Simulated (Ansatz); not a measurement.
Planning a run of Ansatz 0.2.0 on Ta2O5 (Pmmn). The input:

```yaml
crystal:
  lattice:
    - [3.84085413, 0.0, 0.0]
    - [0.0, 13.0373230544, 0.0]
    - [0.0, 0.0, 3.8741645114]
  atoms:
    - { symbol: Ta, position: [0.0, 0.14579693, 0.02271197] }
    - { symbol: Ta, position: [0.5, 0.35420307, 0.97728803] }
    - { symbol: Ta, position: [0.5, 0.64579693, 0.97728803] }
    - { symbol: Ta, position: [0.0, 0.85420307, 0.02271197] }
    - { symbol: O, position: [0.5, 0.18522554, 0.00205837] }
    - { symbol: O, position: [0.0, 0.31477446, 0.99794163] }
    - { symbol: O, position: [0.0, 0.68522554, 0.99794163] }
    - { symbol: O, position: [0.5, 0.81477446, 0.00205837] }
    - { symbol: O, position: [0.0, 0.85107074, 0.50764741] }
    - { symbol: O, position: [0.5, 0.64892926, 0.49235259] }
    - { symbol: O, position: [0.5, 0.35107074, 0.49235259] }
    - { symbol: O, position: [0.5, 0.5, 0.99500122] }
    - { symbol: O, position: [0.0, 0.0, 0.00499878] }
    - { symbol: O, position: [0.0, 0.14892926, 0.50764741] }
kpoints:
  mp_grid: { grid: [4, 2, 4] }
hamiltonian:
  xc: lda
  pseudopotentials: { kind: paw, source: ansatz }
scf:
  occupations: { method: fixed }
gw:
  n_empty_bands: 1637
  ecut_chi: 240.0
  qp_bands: [v4, c4]
  qp_kpoints: band_edges
  screening: { model: contour_deformation }
```

```sh
ansatz run input.yaml --threads 4 --pin off --max-ram 138240MiB --backend cuda --events-out ev --progress --plain --runs-dir out --devices 1 --max-vram 26GiB
```

Q: Estimate wall time and host memory on 1 × NVIDIA H100 80GB HBM3 (shared by 3 runs) with 4 threads of AMD EPYC 7R13 (Zen 3), shared host.

It took 7.4 min; on shared hardware allow 3.7 min to 15 min. Peak host memory was 16 GiB. The sizes that set the cost: 12573 plane waves a state, 18 irreducible k points, 1721 bands summed, 1625 plane waves in the screening and 12 SCF cycles.

The screening grows as filled bands × empty bands × pairs of k points, times the square of the screening basis for the matrix.

[Paths, hosts, dates, memory and timing lines, banners, echoed tables and standing remarks are left out of the program output.]

[Logs are printed without paths, hosts, clocks, repeated set-up lines and the standing remarks that a program may print on its own settings, such as how far it seeks lower states.]

[Runs of the session that timed out or met a known fault of the program may be left out.]

[Cells called generated may have been cut or substituted from an entry of the Crystallography Open Database or the Materials Project.]

[Hosts, paths, dates, database ids (printed as entryN), source tags and the programs' standing remarks are cut or masked in the printed files.]
